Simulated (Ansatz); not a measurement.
# Phonons of TcSn (built on the sites of a database entry of HfTc) against volume, part 2 of 2

Wanted: mode Grüneisen parameters of TcSn (built on the sites of a database entry of HfTc).

Ansatz 0.2.0; DFT PBEsol, scalar-relativistic, plane waves, PAW.

So far, highest frequency on the path or at a solved wavevector (cm⁻¹): step 2 (phonons on a q mesh) 221; step 4 (phonons at the other volume, volume ratio 0.97) 239.

The structure was built from a prototype and need not be the compound's stable phase.

## Step 5: Relaxing at another volume, volume ratio 1.03

The volume is scaled by 1.03 and held; symmetry leaves nothing to relax, so this is a single point. The modes can then be followed against volume.

Input file input.yaml:

```yaml
crystal:
  lattice:
    - [3.2532710305, 0.0, 0.0]
    - [0.0, 3.2532710305, 0.0]
    - [0.0, 0.0, 3.2532710305]
  atoms:
    - { symbol: Sn, position: [0.0, 0.0, 0.0] }
    - { symbol: Tc, position: [0.5, 0.5, 0.5] }
kpoints:
  mp_grid: { grid: [12, 12, 12] }
hamiltonian:
  xc: pbesol
scf:
  occupations: { method: methfessel_paxton, width: 0.15 }
output:
  forces: true
  stress: true
  eigenvalues: true
```

Command:

```
$ ansatz run input.yaml --threads 4 --pin off --max-ram 7168MiB --backend cpu --events-out ev --progress --plain --runs-dir out
```

Numbers of over 12 decimals in the logs are rounded to 6 here.

Log:

```text
[...]
Crystal: 2 atoms, lattice volume = 34.432 Å³
Basis set: ecut = 500 eV, 895 PW (Γ), exchange–correlation on 48×48×48 points (8 copies of the dense FFT grid, shifted against one another)
Bands: 19, of which v1, the nominal top of the filled ones, is band 15 counted from 1 (14 counted from 0)
Symmetry: 48 space group operations
[...]
k-points: 84 of 1728
[...]
--- Band table (eV; the first three rows and the last of 84) ---
  k-point 0: bands = [... 11 lower, 15.3673, 18.4132, 18.4132, 18.4132, 21.1148, 21.1148, 21.1148, 27.1899]
  k-point 1: bands = [... 11 lower, 15.3859, 18.1391, 18.1391, 18.4111, 20.6051, 21.5086, 21.5086, 27.5781]
  k-point 2: bands = [... 11 lower, 15.4376, 17.5925, 17.5925, 18.4052, 19.7069, 22.4175, 22.4175, 27.9051]
  k-point 83: bands = [... 11 lower, 13.1768, 14.9922, 19.5639, 19.5639, 21.7742, 21.7742, 21.7742, 24.1956]
[key lines of the parts left out:]
SCF converged after 7 iterations
Free energy (F): -11287.143156 eV
Fermi energy:    18.020559 eV
P = ⅓ Tr σ = -5.3072 GPa (-53.072 kbar)
```

It took 0.95 s on 4 threads of Arm Neoverse V2, shared host; peak memory 0.36 GiB.

This step gave:

- pressure: -5.307 GPa
- volume per atom: 17.22 Å³

The run ends at a pressure of -5.31 GPa.

## Step 6: Phonons at the other volume, volume ratio 1.03

The phonons are repeated at this volume on the same k and q meshes.

input.yaml, the sections that differ from step 5:

```yaml
output:
  eigenvalues: true
phonons:
  method: dfpt
  qmesh: [4, 4, 4]
  temperatures: { t_max: 1000, t_step: 50 }
  qpath:
    path:
      - [[0.0, 0.0, 0.0], [0.0, 0.5, 0.0], [0.5, 0.5, 0.0], [0.0, 0.0, 0.0], [0.5, 0.5, 0.5], [0.0, 0.5, 0.0]]
      - [[0.5, 0.5, 0.5], [0.5, 0.5, 0.0]]
    npoints: 10
# crystal, kpoints, hamiltonian, scf: as in step 5
```

Log:

```text
[...]
Crystal: 2 atoms, lattice volume = 34.432 Å³
Basis set: ecut = 500 eV, 895 PW (Γ), exchange–correlation on 48×48×48 points (8 copies of the dense FFT grid, shifted against one another)
Bands: 19, of which v1, the nominal top of the filled ones, is band 15 counted from 1 (14 counted from 0)
Symmetry: 48 space group operations
k-points: 84 of 1728
[...]
k-point 83: bands = [... 11 lower, 13.1768, 14.9922, 19.5640, 19.5640, 21.7742, 21.7742, 21.7742, 24.1956]
[...]
ASR residual: 2.543e-5 → 0.000e0 eV/Å²; symmetrization residual: 9.128e-6 eV/Å²
  ASR residual per site (eV/Å²): 8.08e-6 2.54e-5
  Γ frequencies (cm⁻¹): 0.00 0.00 0.00 173.97 173.97 173.97
--- Phonons (arbitrary-q DFPT): 10 irreducible q on the 4×4×4 mesh ---
[...]
interpolated dispersion: 62 rows × 6 modes
[...]
[key lines of the parts left out:]
SCF converged after 9 iterations
Free energy (F): -11287.143156 eV
Fermi energy:    18.020602 eV
```

Elapsed: 4.8 min, on 4 threads; peak memory 2.1 GiB.

Numbers from this step:

- sum-rule residual before enforcement: 2.54e-5 eV/Å²
- highest frequency on the path or at a solved wavevector: 204.5 cm⁻¹
- mean frequency: 131.9 cm⁻¹
- Debye temperature (second moment): 256 K
- logarithmic mean frequency: 124.9 cm⁻¹
- highest optical mode at the zone centre (no LO-TO term): 174.0 cm⁻¹
- lowest optical zone-centre mode: 174.0 cm⁻¹
- lowest mode on the q mesh (acoustic modes at Γ apart): 59.19 cm⁻¹
- zero-point energy per atom: 24.52 meV
- heat capacity at 300 K: 24.06 J/(mol atoms K)
- vibrational entropy at 300 K: 38.17 J/(mol atoms K)

Frequencies (cm⁻¹) solved at each irreducible wavevector; negative means imaginary. Frequencies by wavevector, by row:

```
q in reciprocal lattice units  star  mode 1  mode 2  mode 3  mode 4  mode 5  mode 6
                        0 0 0     1       0       0       0     174     174     174
                     0 0 0.25     6    59.2    59.2   110.7     155     155   174.4
                     0 0 -0.5     3    83.8    83.8   125.4   125.4   162.3   182.2
                  0 0.25 0.25    12    69.6    88.7   125.8   147.6   157.3   181.2
                  0 0.25 -0.5    12   103.6   103.8   118.6   125.4     188   188.5
                  0 -0.5 -0.5     3    83.7    83.7    98.8   109.7   204.5   204.5
               0.25 0.25 0.25     8    87.4    87.4   113.7   165.6   168.5   168.5
               0.25 0.25 -0.5    12    89.5      95   118.4   149.7   176.9   189.9
               0.25 -0.5 -0.5     6    96.1    96.1   105.3   145.8   189.8   189.8
               -0.5 -0.5 -0.5     1    98.7    98.7    98.7   174.6   174.6   174.6
```

The highest optical mode at the zone centre (no LO-TO term) is 174.0 cm⁻¹, -14.6 cm⁻¹ against the base run.

## Step 7: Grüneisen parameters

The Grüneisen parameter of a mode is minus the logarithmic change of its frequency with volume, −d ln ω / d ln V; weighted by heat capacity it gives the expansion.

This step gave:

| Item | Value |
| --- | --- |
| bulk modulus | 193.6 GPa |

The phonon branches at the labelled points (cm⁻¹):

```
    point  branch 1  branch 2  branch 3  branch 4  branch 5  branch 6
        Γ         0         0         0       188       188       188
  halfway        66        66       118       169       169       188
        X       101       101       134       134       176       193
  halfway       109       112       128       138       203       204
        M        87        87       113       119       221       221
  halfway        72        96       138       161       167       197
        Γ         0         0         0       188       188       188
  halfway        96        96       123       180       184       184
        R       115       115       115       184       184       184
  halfway        96       110       124       159       193       205
        X       101       101       134       134       176       193
jump to R       115       115       115       184       184       184
  halfway       104       104       120       155       204       204
        M        87        87       113       119       221       221
```

The same for volume x 0.97:

```
point  branch 1  branch 2  branch 3  branch 4  branch 5  branch 6
    Γ         0         0         0       203       203       203
    X       113       113       144       144       190       204
    M        91        91       118       129       238       238
    Γ         0         0         0       203       203       203
    R       128       128       128       195       195       195
    X       113       113       144       144       190       204
    R       128       128       128       195       195       195
    M        91        91       118       129       238       238
```

The same for volume x 1.03:

```
point  branch 1  branch 2  branch 3  branch 4  branch 5  branch 6
    Γ         0         0         0       174       174       174
    X        84        84       125       125       162       182
    M        84        84        99       110       204       204
    Γ         0         0         0       174       174       174
    R        99        99        99       175       175       175
    X        84        84       125       125       162       182
    R        99        99        99       175       175       175
    M        84        84        99       110       204       204
```

The first set of phonon branches as a text plot (rows in cm⁻¹):

```
    234 |
    224 |              **                                       *
    214 |           ***  **                                   **
    204 |           *     ***                      ****      *
    194 |    *******         ***         ****    ********* **
    184 |****              **   ******************     ** *
    174 |      ***             *    *             *      * *
    164 |   **               **      ***           **       *
    154 |     *            **                        *       *
    144 |                 *                           **
    134 |    * *******   * ***         *                **    *
    124 |         * *****     *      ** *          *****    ** **
    114 |   *     **   ******            ********** ****  **  ***
    104 |       **  **   *     *         ***      **  * **  **
     94 |      *     ** *    *          *           **        **
     84 |     *        ******       *  *                        *
     75 |  * *               ** *
     65 |   *                 *      **
     55 | *                    *
     45 |  *                    *  **
     35 |                       **
     25 |**                      * *
     15 |*                       *
      5 |                         *
         Γ      X      M          Γ            R        X|R     M
```

Mode Grueneisen parameter -dln(w)/dln(V), modes matched by rank; at Γ the acoustic branches take the value of a neighbouring point of the path. Mode grüneisen parameters along the path, in :

```
    point  branch 1  branch 2  branch 3  branch 4  branch 5  branch 6
        Γ      2.73      2.73      1.99      2.59      2.59      2.59
  halfway      3.26      3.26      2.09      2.71      2.71      2.46
        X      4.98      4.98      2.25      2.25      2.59      1.87
  halfway      1.81      2.25      2.46      2.82      2.50      2.52
        M      1.41      1.41      2.92      2.77      2.56      2.56
  halfway      1.38      2.41      2.95      2.63      2.04      2.75
        Γ      1.25      2.67      2.43      2.59      2.59      2.59
  halfway      2.72      2.72      2.39      2.69      2.75      2.75
        R      4.29      4.29      4.29      1.82      1.82      1.82
  halfway      2.36      4.24      1.57      2.02      2.82      2.47
        X      4.98      4.98      2.25      2.25      2.59      1.87
jump to R      4.29      4.29      4.29      1.82      1.82      1.82
  halfway      2.55      2.55      3.38      2.08      2.38      2.38
        M      1.41      1.41      2.92      2.77      2.56      2.56
```

The mode Grüneisen parameters as a text plot (rows in , shown from 1.3 to 4.8 only):

```
   4.75 |      * *                                      *
   4.61 |        *
   4.46 |
   4.31 |                                     **   *   *
   4.17 |                                    *  *   *   * *
   4.02 |                                         *  **
   3.88 |     *                             *   **         *
   3.73 |                                    *
   3.59 |    *                                              *
   3.44 |         *                        *      *        * *
   3.29 |   *
   3.15 |                                **      *            *
   3.00 |          *         **      **                     *  *
   2.86 |  *      *    **              *            *           *
   2.71 |******   ***************** ******* *      * ***        *
   2.57 |***  **************** ******    ***       *   ***   ****
   2.42 |   ****   *      *********    **         ******     **
   2.28 |     * ***                  ***   **     *   * **  *
   2.13 |   **    *       *   *      **  ***     *   ***   * *
   1.98 |***   *   *         *              **  *  ** * *   *
   1.84 |       **  *              **        *******     ***  *
   1.69 |           **   *                           *         *
   1.55 |            ** *                           *
   1.40 |              ********                                 *
         Γ      X      M          Γ            R        X|R     M
```

(dS/dlnV)/C_V. Thermodynamic Grueneisen parameter against temperature:

```
temperature (K)  thermodynamic Grueneisen parameter
             50                                2.55
            100                                2.54
            150                                2.54
            200                                2.53
            250                                2.53
            300                                2.53
            350                                2.53
            400                                2.53
            450                                2.53
            500                                2.53
            550                                2.53
            600                                2.53
            650                                2.53
            700                                2.53
            750                                2.53
            800                                2.53
            850                                2.53
            900                                2.53
            950                                2.53
           1000                                2.53
```

Gamma C_V/(B V) at the static volume. Volume expansion against temperature:

```
temperature (K)  volume expansion (1e-6/K)
             50                       10.7
            100                       22.9
            150                       27.6
            200                       29.5
            250                       30.5
            300                       31.1
            350                       31.4
            400                       31.7
            450                       31.8
            500                       31.9
            550                       32.0
            600                       32.1
            650                       32.1
            700                       32.2
            750                       32.2
            800                       32.2
            850                       32.2
            900                       32.3
            950                       32.3
           1000                       32.3
```

## Step 8: Summary of results

- bulk modulus: 194 GPa
- thermodynamic Grüneisen parameter at 300 K: 2.534
- volume expansion at 300 K, estimated: 31.09 × 10⁻⁶ K⁻¹

In words: By this estimate the volume grows by 31.1 × 10⁻⁶ per kelvin at 300 K. The highest optical mode at Γ goes from 203 to 174 cm⁻¹ as the cell grows, a Grüneisen parameter of 2.60. Mode parameters on the path run from 1.2 to 5.0, with a median of 2.6. Branches are matched by rank, so values near crossings are rough. The expansion is the Grüneisen estimate at the static volume, with the static bulk modulus. With no gap, or one that is small against the smearing, the frequencies hang on the k mesh and the smearing, most of all near Kohn anomalies. The phonon runs are without spin polarisation, although the cell has an odd electron count. Spin-orbit coupling is left out, which can matter for the heavy elements here. A phonon run warned that its eigensolver left some bands unconverged in a pass. The starting cell was built on a prototype and not taken from a measurement, so the phase need not exist.

[Logs are printed without paths, hosts, clocks, repeated set-up lines and the standing remarks that a program may print on its own settings, such as how far it seeks lower states.]

[Hosts, paths, dates, database ids (printed as entryN), source tags and the programs' standing remarks are cut or masked in the printed files.]
